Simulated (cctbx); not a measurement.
## Diagnosing a refinement

Cell a = 9.0080 Å, b = 9.0080 Å, c = 16.6700 Å, α = 90.00°, β = 90.00°, γ = 120.00°; space group R-3 (no. 148).

The data are simulated with cctbx, not measured: Mo Kα, λ = 0.71073 Å, to d = 0.8 Å, 70 % of the full sphere, strongest reflection 20000 counts, noise from counting, a 2 % proportional error and a noise floor of 2 counts (s.d.); no absorption.

An anisotropic refinement with weights 1/σ² prints:

```text
Rint 0.019, 36 unique reflections to 2.01 A
cycle     R1     wR2    GooF  max shift (A)
   1  0.0075  0.0172   1.367   0.00374
   2  0.0040  0.0082   0.649   0.00000
final R1 0.0040 wR2 0.0082 GooF 0.649  parameters 23  data/parameter 1.6
atom        x        y        z      Ueq    occ   su(xyz)  su(Uiso or U11)
Pt1    0.94928  0.26641  0.09482   0.0082  1.000  0.00017  0.0016
Nd1    0.32035  0.40169  0.07813   0.0092  1.000  0.00024  0.0023
Nd2    0.00000  0.00000  0.00000   0.0119  1.000  0.00000  0.0026
La1    0.33333  0.66667  0.87035   0.0106  1.000  0.00017  0.0023
difference map: max 0.17 min -0.10 rms 0.03
Q1    0.0000  0.0000  0.4176    6    0.17  2.33 A from Nd1
Q2    0.0580  0.6184  0.3495   18    0.06  1.80 A from Nd1
Q3    0.9829  0.3918  0.6811   18    0.06  1.67 A from Pt1
Q4    0.0000  0.1111  0.5833   18    0.06  1.33 A from Nd1
Q5    0.0082  0.3641  0.8591   18    0.06  1.26 A from Nd1
Q6    0.0000  0.2222  0.2778   18    0.05  1.57 A from Nd1
```

**Question.** Can this result stand? If not, what is the likely fault?

Mend it. The fault: data cut at low resolution. Against the right model at the same level, R1 goes from 0.0083 to 0.0040 and GooF from 0.84 to 0.65. The atoms are right, but there are too few data for the parameters: R1 flatters and the s.u.s grow. Data per parameter fall from 23.8 to 1.6.

The compound is La2Nd7Pt6. The right model at the same level gives:

```text
Rint 0.024, 548 unique reflections to 0.80 A
cycle     R1     wR2    GooF  max shift (A)
   1  0.0084  0.0187   0.853   0.00009
   2  0.0083  0.0184   0.838   0.00000
final R1 0.0083 wR2 0.0184 GooF 0.838  parameters 23  data/parameter 23.8
atom        x        y        z      Ueq    occ   su(xyz)  su(Uiso or U11)
Pt1    0.94919  0.26674  0.09491   0.0076  1.000  0.00002  0.0001
Nd1    0.32039  0.40181  0.07800   0.0081  1.000  0.00002  0.0001
Nd2    0.00000  0.00000  0.00000   0.0076  1.000  0.00000  0.0001
La1    0.33333  0.66667  0.87014   0.0097  1.000  0.00002  0.0001
difference map: max 0.91 min -0.57 rms 0.17
Q1    0.0000  0.0000  0.3543    6    0.91  2.51 A from La1
Q2    0.0033  0.2256  0.1304   18    0.69  0.95 A from Pt1
Q3    0.0529  0.1371  0.4336   18    0.63  1.70 A from Nd1
Q4    0.9998  0.4627  0.8307   18    0.56  1.83 A from Pt1
Q5    0.9953  0.3459  0.0562   18    0.54  0.89 A from Pt1
Q6    0.0432  0.2003  0.1997   18    0.53  1.65 A from La1
```

The model is made up (kin elements in a known structure type, no relaxation), so it says nothing on whether the phase exists.

[Middle refinement cycles are left out of these outputs.]

[Logs are printed without paths, hosts, clocks, repeated set-up lines and the standing remarks that a program may print on its own settings, such as how far it seeks lower states.]
